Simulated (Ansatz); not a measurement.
# Phonons of K2Pt (Fm-3m) against volume, part 2 of 3

Aim: how the phonons of K2Pt (Fm-3m) shift with volume, and the thermal expansion that follows.

Ansatz 0.2.0; DFT PBEsol, scalar-relativistic, plane waves, PAW; PAW set soft_1.

So far, highest frequency on the path or at a solved wavevector (cm⁻¹): step 2 (phonons on a q mesh) 152.

## 3. Relaxing at another volume, volume ratio 0.97

The volume is scaled by 0.97 and held; symmetry leaves nothing to relax, so this is a single point. The modes can then be followed against volume.

input.yaml

```yaml
crystal:
  lattice:
    - [0.0, 3.7001601977, 3.7001601977]
    - [3.7001601977, 0.0, 3.7001601977]
    - [3.7001601977, 3.7001601977, 0.0]
  atoms:
    - { symbol: K, position: [0.75, 0.75, 0.75] }
    - { symbol: K, position: [0.25, 0.25, 0.25] }
    - { symbol: Pt, position: [0.0, 0.0, 0.0] }
kpoints:
  mp_grid: { grid: [8, 8, 8] }
hamiltonian:
  xc: pbesol
  pseudopotentials: { kind: paw, azcp: { folder: soft_1 }, xc_functional: pbe }
scf:
  occupations: { method: fixed }
output:
  forces: true
  stress: true
  eigenvalues: true
  write_density: true
  write_potential: true
  elf: true
  volumetric_format: npy
```

Launch:

```console
$ ansatz run input.yaml --threads 4 --pin off --max-ram 10240MiB --backend cpu --events-out ev --progress --plain --runs-dir out
```

Numbers of over 12 decimals in the logs are rounded to 6 here.

What it wrote:

```text
[...]
Crystal: 3 atoms, lattice volume = 101.319 Å³
Basis set: ecut = 420 eV, 1989 PW (Γ), exchange–correlation on 72×72×72 points (8 copies of the dense FFT grid, shifted against one another)
Bands: 22, of which v1, the nominal top of the filled ones, is band 18 counted from 1 (17 counted from 0)
Symmetry: 48 space group operations
[...]
k-points: 29 of 512
[...]
P = ⅓ Tr σ = 0.5470 GPa (5.470 kbar)
--- Band table (eV; the first three rows and the last of 29) ---
  k-point 0: bands = [... 14 lower, 4.7431, 4.9290, 4.9290, 4.9290, 8.5544, 8.5544, 8.5544, 10.8044]
  k-point 1: bands = [... 14 lower, 4.7523, 4.9042, 4.9248, 4.9248, 8.1097, 8.6507, 8.6507, 11.0409]
  k-point 2: bands = [... 14 lower, 4.7750, 4.8516, 4.9150, 4.9150, 7.3767, 8.8994, 8.8994, 11.0621]
  k-point 28: bands = [... 14 lower, 4.7252, 4.7252, 4.9003, 4.9168, 7.7627, 7.7627, 8.3484, 10.2421]
[key lines of the parts left out:]
SCF converged after 10 iterations
Free energy (F): -15416.989433 eV
Fermi energy:    4.967145 eV
```

It took 1.8 s on 4 threads of Arm Neoverse V1, shared host; peak memory 0.4 GiB; 6.2 s of CPU time.

Numbers from this step:

* pressure: 0.5470 GPa
* gap on the k-mesh: 1.457 eV
* volume per atom: 33.77 Å³
* direct gap on mesh: 1.522 eV

ELF in the ac plane of a cell with a along [110], b along [-110] and c along [001] of the cube at fractional y = 0.000, with atoms of K and Pt within 0.2 Å of it. It is the smooth field of the valence electrons, not physical close to the nuclei.

Values, 11 rows by 16 columns, each cell a mean:
```
0.55 0.42 0.23 0.09 0.11 0.18 0.38 0.53 0.55 0.42 0.23 0.09 0.11 0.18 0.38 0.53
0.38 0.30 0.19 0.68 0.74 0.30 0.23 0.38 0.38 0.30 0.19 0.68 0.74 0.30 0.23 0.38
0.34 0.13 0.46 0.80 0.76 0.65 0.11 0.30 0.34 0.13 0.46 0.80 0.76 0.65 0.11 0.30
0.12 0.03 0.38 0.81 0.84 0.55 0.05 0.10 0.12 0.03 0.38 0.81 0.84 0.55 0.05 0.10
0.02 0.01 0.05 0.22 0.25 0.08 0.01 0.02 0.02 0.01 0.05 0.22 0.25 0.08 0.01 0.02
0.01 0.02 0.02 0.02 0.02 0.02 0.02 0.02 0.01 0.02 0.02 0.02 0.02 0.02 0.02 0.02
0.03 0.01 0.09 0.39 0.44 0.17 0.02 0.02 0.03 0.01 0.09 0.39 0.44 0.17 0.02 0.02
0.18 0.05 0.45 0.84 0.82 0.63 0.07 0.14 0.18 0.05 0.45 0.84 0.82 0.63 0.07 0.14
0.36 0.17 0.41 0.81 0.79 0.60 0.12 0.34 0.36 0.17 0.41 0.81 0.79 0.60 0.12 0.34
0.42 0.33 0.17 0.52 0.60 0.20 0.28 0.41 0.42 0.33 0.17 0.52 0.60 0.20 0.28 0.41
0.58 0.44 0.27 0.07 0.05 0.21 0.40 0.56 0.58 0.44 0.27 0.07 0.05 0.21 0.40 0.56
```
Columns run along a (10.5 Å), rows up along c (7.4 Å), edges of the conventional cell, whose origin can differ from the input's. Atoms in or near the plane, at fractional coordinates: K at (0.25, 0.75), K at (0.75, 0.75), K at (0.25, 0.25), K at (0.75, 0.25), Pt at (0.00, 0.00), Pt at (0.50, 0.00).

Valence density in the ac plane of a cell with a along [110], b along [-110] and c along [001] of the cube at fractional y = 0.000, with atoms of K and Pt within 0.2 Å of it. It is the smooth field of the valence electrons, not physical close to the nuclei.

Ten steps, logarithmic in the rise over the least value, from '0' (0 e/Å³) to '9' (11 e/Å³), each cell a mean:
```
98631000001368997421000012479
86421112111246875311111111357
44211245421124443212344321234
22112467642112221113577531112
10012577752100110014777641001
00002577752000000014677641000
00001356531000000002566520000
00000133310000000001233210000
00000001000000000000011000000
00000000000000000000000000000
00000000000000000000000000000
00000012100000000000111100000
00001245421000000001344310000
00002467642000000013677531000
00002577752000000014777641000
11112577752111111114677641111
32211356531122332112566421123
65321133311235654211233211246
97521111111358986421011012468
99631000001369998421000012489
```
Columns run along a (10.5 Å), rows up along c (7.4 Å), edges of the conventional cell, whose origin can differ from the input's. Atoms in or near the plane, at fractional coordinates: K at (0.25, 0.75), K at (0.75, 0.75), K at (0.25, 0.25), K at (0.75, 0.25), Pt at (0.00, 0.00), Pt at (0.50, 0.00).

Electrostatic potential energy in the ac plane of a cell with a along [110], b along [-110] and c along [001] of the cube at fractional y = 0.000, with atoms of K and Pt within 0.2 Å of it. With pseudopotentials it is smooth inside the atoms' cores, unlike the true potential.

Ten even steps from '_' (-50 eV) to '@' (9 eV), each cell a mean:
```
____++@@@@@@@@@@@@@@@@@@==______::##@@@@@@@@@@@@@@@@##..__
..--##@@@@@@@@@@@@@@@@@@##--..::++@@@@@@@@@@@@@@@@@@%%++::
##%%@@@@@@%%##**##%%@@@@@@%%####@@@@@@@@%%****%%@@@@@@@@##
@@@@@@@@@@**--::--**@@@@@@@@@@@@@@@@@@%%==::::++%%@@@@@@@@
@@@@@@@@%%++..__..++%%@@@@@@@@@@@@@@@@##--....--##@@@@@@@@
@@@@@@@@%%++::..::++%%@@@@@@@@@@@@@@@@##--....--##@@@@@@@@
@@@@@@@@@@##++==++##@@@@@@@@@@@@@@@@@@%%**====**%%@@@@@@@@
@@@@@@@@@@@@%%%%%%@@@@@@@@@@@@@@@@@@@@@@%%%%%%%%@@@@@@@@@@
@@@@@@@@@@@@@@@@@@@@@@@@@@@@@@@@@@@@@@@@@@@@@@@@@@@@@@@@@@
@@@@@@@@@@@@@@@@@@@@@@@@@@@@@@@@@@@@@@@@@@@@@@@@@@@@@@@@@@
@@@@@@@@@@@@@@@@@@@@@@@@@@@@@@@@@@@@@@@@@@@@@@@@@@@@@@@@@@
@@@@@@@@@@@@@@@@@@@@@@@@@@@@@@@@@@@@@@@@@@@@@@@@@@@@@@@@@@
@@@@@@@@@@%%##**##%%@@@@@@@@@@@@@@@@@@@@##****%%@@@@@@@@@@
@@@@@@@@%%**--::--**%%@@@@@@@@@@@@@@@@%%==::::++%%@@@@@@@@
@@@@@@@@%%++..__..++%%@@@@@@@@@@@@@@@@##--....--##@@@@@@@@
@@@@@@@@%%++::..::++%%@@@@@@@@@@@@@@@@##--....--##@@@@@@@@
@@@@@@@@@@##++==++##@@@@@@@@@@@@@@@@@@%%**====**%%@@@@@@@@
==**%%@@@@@@%%%%%%@@@@@@%%**==++%%@@@@@@%%%%%%%%@@@@@@##++
__..**@@@@@@@@@@@@@@@@@@**..____--%%@@@@@@@@@@@@@@@@%%--__
____==@@@@@@@@@@@@@@@@%%==______..##@@@@@@@@@@@@@@@@##..__
```
Columns run along a (10.5 Å; values clipped at the 3rd and 97th percentile), rows up along c (7.4 Å), edges of the conventional cell, whose origin can differ from the input's. Atoms in or near the plane, at fractional coordinates: K at (0.25, 0.75), K at (0.75, 0.75), K at (0.25, 0.25), K at (0.75, 0.25), Pt at (0.00, 0.00), Pt at (0.50, 0.00).

## 4. Phonons at the other volume, volume ratio 0.97

The phonons are repeated at this volume on the same k and q meshes.

input.yaml, the sections that differ from step 3:

```yaml
output:
  eigenvalues: true
phonons:
  method: dfpt
  dielectric: true
  rigid_motions: translations
  qmesh: [4, 4, 4]
  temperatures: { t_max: 1000, t_step: 50 }
  qpath:
    path:
      - [[0.0, 0.0, 0.0], [0.5, 0.0, 0.5], [0.625, 0.25, 0.625]]
      - [[0.375, 0.375, 0.75], [0.0, 0.0, 0.0], [0.5, 0.5, 0.5], [0.5, 0.25, 0.75], [0.5, 0.0, 0.5]]
    npoints: 10
# crystal, kpoints, hamiltonian, scf: as in step 3
```

What it wrote:

```text
[...]
Crystal: 3 atoms, lattice volume = 101.319 Å³
Basis set: ecut = 420 eV, 1989 PW (Γ), exchange–correlation on 72×72×72 points (8 copies of the dense FFT grid, shifted against one another)
Bands: 22, of which v1, the nominal top of the filled ones, is band 18 counted from 1 (17 counted from 0)
Symmetry: 48 space group operations
k-points: 95 of 512 (irreducible under 4 space group operations, time reversal used)
[...]
SCF iter   1: F=—  HF=-15421.148330 eV  |F-HF|=—  |Δ(HF+E_count)|=         —  Δρ=1.36e-1  dr2=3.70e1  ethr=3.10e-3  ⟨swp⟩=4.7  Hψ=8322  notcnv=0  defer=155
[...]
SCF iter  10: F=-15416.989433 eV  HF=-15416.989433 eV  |F-HF|=7.28e-12  |Δ(HF+E_count)|=   2.75e-8  Δρ=1.95e-7  dr2=4.46e-11  ethr=1.00e-12  ⟨swp⟩=7.2  Hψ=13791  notcnv=0
SCF 1 converged in 10 iterations: F = -15416.989433 eV  dr2 = 4.46e-11
[...]
DFPT response loops at Γ: preconditioner auto → none (the input reference at scf.mixing.eps_inf says where Resta's filter doesn't serve); β = 0.50; Broyden in place of MSR1
── the response to a field inside a basis, on 8×8×8 k-points: an SCF that follows is theirs, and a resumed run solves both again ──
Bands: 19, of which v1, the nominal top of the filled ones, is band 18 counted from 1 (17 counted from 0)
k-points: 60 of 512 (irreducible under 12 space group operations)
[...]
Eigensolver: Dense (60 Hₖ)
SCF iter   1: F=—  HF=-15416.984778 eV  |F-HF|=—  |Δ(HF+E_count)|=         —  Δρ=1.06e-4  dr2=2.05e-6  ethr=1.00e-1
[...]
SCF iter   4: F=-15416.984780 eV  HF=-15416.984780 eV  |F-HF|=2.20e-9  |Δ(HF+E_count)|=   1.33e-7  Δρ=2.81e-6  dr2=2.58e-9  ethr=1.89e-9
SCF 1 converged in 4 iterations: F = -15416.984780 eV  dr2 = 2.58e-9
[...]
NSCF: frozen V_eff on 29 k-points
[...]
SCF converged after 10 iterations
Free energy (F): -15416.989433 eV
[...]
Internal energy: -15416.989433 eV  (E = F + TS)
E sigma→0 (E₀):  -15416.989433 eV
Fermi energy:    4.967148 eV
[...]
--- Band table (eV; the first three rows and the last of 95) ---
  k-point 0: bands = [... 14 lower, 4.7431, 4.9290, 4.9290, 4.9290, 8.5544, 8.5544, 8.5544, 10.8044]
  k-point 1: bands = [... 14 lower, 4.7523, 4.9042, 4.9248, 4.9248, 8.1097, 8.6507, 8.6507, 11.0409]
  k-point 2: bands = [... 14 lower, 4.7750, 4.8516, 4.9150, 4.9150, 7.3768, 8.8994, 8.8994, 11.0621]
  k-point 94: bands = [... 14 lower, 4.7252, 4.7252, 4.9003, 4.9169, 7.7627, 7.7627, 8.3484, 10.2421]
--- Phonons (Γ-DFPT): 2 representative perturbations + reference, on 95 of 512 k-points (Σ response iterations 6) ---
  k mesh reduced under 4 symmetry operations, with k and −k counted as one. Each operation leaves every solved perturbation unchanged. A smaller set is not considered because the run solves the response to a homogeneous field
  ASR residual: 1.939e-4 → 0.000e0 eV/Å²; symmetrization residual: 1.527e-6 eV/Å²
  ASR residual per site (eV/Å²): 1.94e-4 1.94e-4 4.59e-5
  Γ frequencies (cm⁻¹): 0.00 0.00 0.00 97.90 97.90 97.90 122.78 122.78 122.78
  ε∞ (high-frequency dielectric tensor):
        5.031691     0.000000    -0.000000
        0.000000     5.031691    -0.000000
       -0.000000    -0.000000     5.031691
  ε⁰ (static dielectric tensor: ions relaxed, cell fixed):
        8.171196     0.000000     0.000000
        0.000000     8.171196     0.000000
        0.000000     0.000000     8.171196
  ε⁰ − ε∞ (ionic part):
        3.139505     0.000000     0.000000
        0.000000     3.139505     0.000000
        0.000000     0.000000     3.139505
  softest optical mode at Γ: 97.90 cm⁻¹; the repairs (sum rule, projections) moved no ω² at Γ by more than (1.20 cm⁻¹)²
  Born effective charges Z* (e; rows j = field, columns β = displacement):
    site 0:
         0.92988    0.00000   -0.00000
         0.00000    0.92988   -0.00000
        -0.00000    0.00000    0.92988
    site 1:
         0.92988    0.00000   -0.00000
         0.00000    0.92988    0.00000
        -0.00000   -0.00000    0.92988
    site 2:
        -1.85976   -0.00000    0.00000
        -0.00000   -1.85976   -0.00000
         0.00000    0.00000   -1.85976
  Z* charge neutrality: 8.521e-4 e pre-enforcement
  solved inside a basis spanned on kpoints, on 8×8×8 k-points, its susceptibility summed on 12×12×12: ε∞ is read to err by 1.4e-2, Z* by 2.0e-2 e (field_mesh: kpoints solves on kpoints); Z* is corrected for what the basis lacks
  optical modes at Γ without the LO–TO term, one row a degenerate level:
      ω (cm⁻¹)  modes    IR ((D/Å)²/amu)
         97.90      3             4.2884
        122.78      3             0.0000
  optical modes at Γ + LO–TO along q̂ = [1.0000, 0.0000, 0.0000]:
      ω (cm⁻¹)  modes    IR ((D/Å)²/amu)
         97.90      2             2.8589
        122.78      3             0.0000
        124.76      1             1.4295
  optical modes at Γ + LO–TO along q̂ = [0.0000, 1.0000, 0.0000]:
      ω (cm⁻¹)  modes    IR ((D/Å)²/amu)
         97.90      2             2.8589
        122.78      3             0.0000
        124.76      1             1.4295
  optical modes at Γ + LO–TO along q̂ = [0.0000, 0.0000, 1.0000]:
      ω (cm⁻¹)  modes    IR ((D/Å)²/amu)
         97.90      2             2.8589
        122.78      3             0.0000
        124.76      1             1.4295
--- Phonons (arbitrary-q DFPT): 8 irreducible q on the 4×4×4 mesh ---
[...]
interpolated dispersion: 63 rows × 9 modes
[...]
```

Run time: 5.5 min. Hardware: 4 threads; peak memory 2.6 GiB.

Numbers from this step:

| Item | Value |
| --- | --- |
| sum-rule residual before enforcement | 1.94e-4 eV/Å² |
| miss of the charge sum rule | 8.52e-4 e |
| estimated error of the dielectric tensor | 0.01361 |
| estimated error of the Born charges | 0.01976 e |
| highest frequency on the path or at a solved wavevector | 156.3 cm⁻¹ |
| mean frequency | 88.5 cm⁻¹ |
| Debye temperature (second moment) | 178 K |
| logarithmic mean frequency | 79.4 cm⁻¹ |
| highest optical mode at the zone centre (no LO-TO term) | 122.8 cm⁻¹ |
| lowest optical zone-centre mode | 97.9 cm⁻¹ |
| mean high-frequency dielectric constant | 5.032 |
| largest Born charge (third of the trace) | -1.860 e |
| mean static dielectric constant | 8.171 |
| top of the zone-centre spectrum with the field | 124.8 cm⁻¹ |
| lowest mode on the q mesh (acoustic modes at Γ apart) | 24.6 cm⁻¹ |
| zero-point energy per atom | 16.45 meV |

Frequencies (cm⁻¹) solved at each irreducible wavevector; negative means imaginary. Frequencies by wavevector, by row:

| q in reciprocal lattice units | star | mode 1 | mode 2 | mode 3 | mode 4 | mode 5 | mode 6 | mode 7 | mode 8 | mode 9 |
| --- | --- | --- | --- | --- | --- | --- | --- | --- | --- | --- |
| 0 0 0 | 1 | 0 | 0 | 0 | 97.9 | 97.9 | 97.9 | 122.8 | 122.8 | 122.8 |
| 0 0 0.25 | 8 | 24.6 | 24.6 | 44.9 | 101 | 101 | 114 | 118.6 | 118.6 | 128.4 |
| 0 0 -0.5 | 4 | 34.5 | 34.5 | 65.1 | 108.8 | 108.8 | 109 | 109.9 | 109.9 | 127.1 |
| 0 0.25 0.25 | 6 | 27.8 | 27.8 | 49.8 | 90.2 | 90.2 | 99 | 126.6 | 126.6 | 139.6 |
| 0 0.25 -0.5 | 24 | 40 | 46.6 | 61 | 80.5 | 89.3 | 91.2 | 124.8 | 126.8 | 143.5 |
| 0 0.25 -0.25 | 12 | 36.8 | 41.4 | 57.6 | 82.7 | 102.7 | 104.8 | 114.9 | 123.7 | 137.1 |
| 0 -0.5 -0.5 | 3 | 46.6 | 46.6 | 64.2 | 66 | 77.9 | 77.9 | 130.2 | 130.2 | 156.3 |
| 0.25 -0.5 -0.25 | 6 | 50.1 | 55.9 | 55.9 | 70.4 | 73.9 | 108.1 | 108.1 | 139.1 | 144.2 |

The highest optical mode at the zone centre (no LO-TO term) is 122.8 cm⁻¹, +4.4 cm⁻¹ against the base run.

## 5. Relaxing at another volume, volume ratio 1.03

The volume is scaled by 1.03 and held; symmetry leaves nothing to relax, so this is a single point. The modes can then be followed against volume.

input.yaml, the sections that differ from step 4:

```yaml
crystal:
  lattice:
    - [0.0, 3.7749310538, 3.7749310538]
    - [3.7749310538, 0.0, 3.7749310538]
    - [3.7749310538, 3.7749310538, 0.0]
  atoms:
    - { symbol: K, position: [0.75, 0.75, 0.75] }
    - { symbol: K, position: [0.25, 0.25, 0.25] }
    - { symbol: Pt, position: [0.0, 0.0, 0.0] }
output:
  forces: true
  stress: true
  eigenvalues: true
# kpoints, hamiltonian, scf: as in step 4
# phonons: removed
```

What it wrote:

```text
[...]
Crystal: 3 atoms, lattice volume = 107.586 Å³
Basis set: ecut = 420 eV, 2085 PW (Γ), exchange–correlation on 72×72×72 points (8 copies of the dense FFT grid, shifted against one another)
Bands: 22, of which v1, the nominal top of the filled ones, is band 18 counted from 1 (17 counted from 0)
Symmetry: 48 space group operations
[...]
k-points: 29 of 512
[...]
P = ⅓ Tr σ = -0.4656 GPa (-4.656 kbar)
--- Band table (eV; the first three rows and the last of 29) ---
  k-point 0: bands = [... 14 lower, 4.3435, 4.4821, 4.4821, 4.4821, 8.0611, 8.0611, 8.0611, 10.0768]
  k-point 1: bands = [... 14 lower, 4.3509, 4.4613, 4.4798, 4.4798, 7.5981, 8.1470, 8.1470, 10.4402]
  k-point 2: bands = [... 14 lower, 4.3687, 4.4174, 4.4752, 4.4752, 6.8515, 8.3665, 8.3665, 10.4479]
  k-point 28: bands = [... 14 lower, 4.3080, 4.3080, 4.4788, 4.4881, 7.1631, 7.1631, 7.7460, 9.6348]
[key lines of the parts left out:]
SCF converged after 9 iterations
Free energy (F): -15416.989968 eV
Fermi energy:    4.541446 eV
```

It took 1.4 s on 4 threads; peak memory 0.4 GiB.

Numbers from this step:

```
pressure           : -0.4656 GPa
gap on the k-mesh  : 1.349 eV
volume per atom    : 35.86 Å³
direct gap on mesh : 1.418 eV
```

At this level the gap is 1.35 eV on the k-mesh of the self-consistent run, which can miss the band edges.

## 6. Phonons at the other volume, volume ratio 1.03

The phonons are repeated at this volume on the same k and q meshes.

input.yaml, the sections that differ from step 5:

```yaml
output:
  eigenvalues: true
phonons:
  method: dfpt
  dielectric: true
  rigid_motions: translations
  qmesh: [4, 4, 4]
  temperatures: { t_max: 1000, t_step: 50 }
  qpath:
    path:
      - [[0.0, 0.0, 0.0], [0.5, 0.0, 0.5], [0.625, 0.25, 0.625]]
      - [[0.375, 0.375, 0.75], [0.0, 0.0, 0.0], [0.5, 0.5, 0.5], [0.5, 0.25, 0.75], [0.5, 0.0, 0.5]]
    npoints: 10
# crystal, kpoints, hamiltonian, scf: as in step 5
```

What it wrote:

```text
[...]
Crystal: 3 atoms, lattice volume = 107.586 Å³
Basis set: ecut = 420 eV, 2085 PW (Γ), exchange–correlation on 72×72×72 points (8 copies of the dense FFT grid, shifted against one another)
Bands: 22, of which v1, the nominal top of the filled ones, is band 18 counted from 1 (17 counted from 0)
Symmetry: 48 space group operations
[...]
ω (cm⁻¹)  modes    IR ((D/Å)²/amu)
[...]
117.51      1             1.5261
  optical modes at Γ + LO–TO along q̂ = [0.0000, 0.0000, 1.0000]:
      ω (cm⁻¹)  modes    IR ((D/Å)²/amu)
         87.90      2             3.0523
        114.18      3             0.0000
        117.51      1             1.5261
--- Phonons (arbitrary-q DFPT): 8 irreducible q on the 4×4×4 mesh ---
[...]
interpolated dispersion: 63 rows × 9 modes
[...]
[key lines of the parts left out:]
SCF converged after 11 iterations
Free energy (F): -15416.989968 eV
Fermi energy:    4.541636 eV
```

Run time: 5.8 min. Hardware: 4 threads; peak memory 2.7 GiB; 22 min of CPU time.

Numbers from this step:

```
sum-rule residual before enforcement                    : 8.99e-5 eV/Å²
miss of the charge sum rule                             : 0.006203 e
estimated error of the dielectric tensor                : 0.01238
estimated error of the Born charges                     : 0.02268 e
highest frequency on the path or at a solved wavevector : 147.1 cm⁻¹
mean frequency                                          : 81.6 cm⁻¹
Debye temperature (second moment)                       : 163 K
logarithmic mean frequency                              : 73.8 cm⁻¹
highest optical mode at the zone centre (no LO-TO term) : 114.2 cm⁻¹
lowest optical zone-centre mode                         : 87.9 cm⁻¹
mean high-frequency dielectric constant                 : 4.974
largest Born charge (third of the trace)                : -1.922 e
mean static dielectric constant                         : 8.890
top of the zone-centre spectrum with the field          : 117.5 cm⁻¹
lowest mode on the q mesh (acoustic modes at Γ apart)   : 24.77 cm⁻¹
zero-point energy per atom                              : 15.18 meV
```

Frequencies (cm⁻¹) solved at each irreducible wavevector; negative means imaginary. Frequencies by wavevector, by row:

| q in reciprocal lattice units | star | mode 1 | mode 2 | mode 3 | mode 4 | mode 5 | mode 6 | mode 7 | mode 8 | mode 9 |
| --- | --- | --- | --- | --- | --- | --- | --- | --- | --- | --- |
| 0 0 0 | 1 | 0 | 0 | 0 | 87.9 | 87.9 | 87.9 | 114.2 | 114.2 | 114.2 |
| 0 0 0.25 | 8 | 24.8 | 24.8 | 41.5 | 91 | 91 | 105.9 | 109.6 | 109.6 | 120.1 |
| 0 0 -0.5 | 4 | 34.7 | 34.7 | 61 | 99.2 | 99.2 | 100 | 100 | 100 | 118.5 |
| 0 0.25 0.25 | 6 | 26.9 | 26.9 | 47 | 80.7 | 80.7 | 90.8 | 116.9 | 116.9 | 131.4 |
| 0 0.25 -0.5 | 24 | 39.3 | 45.3 | 57.6 | 72.2 | 80 | 81.1 | 114.4 | 116.7 | 134.5 |
| 0 0.25 -0.25 | 12 | 36.6 | 39.5 | 54.2 | 74.2 | 93.8 | 94.8 | 104.4 | 114.5 | 128.1 |
| 0 -0.5 -0.5 | 3 | 45.4 | 45.4 | 57.3 | 60.7 | 68.3 | 68.3 | 119.5 | 119.5 | 147.1 |
| 0.25 -0.5 -0.25 | 6 | 48 | 53.9 | 53.9 | 62 | 64 | 97.7 | 97.7 | 128.4 | 135.3 |

The highest optical mode at the zone centre (no LO-TO term) is 114.2 cm⁻¹, -4.2 cm⁻¹ against the base run.

(Continued in part 3 of 3.)

[Logs are printed without paths, hosts, clocks, repeated set-up lines and the standing remarks that a program may print on its own settings, such as how far it seeks lower states.]

[Hosts, paths, dates, database ids (printed as entryN), source tags and the programs' standing remarks are cut or masked in the printed files.]
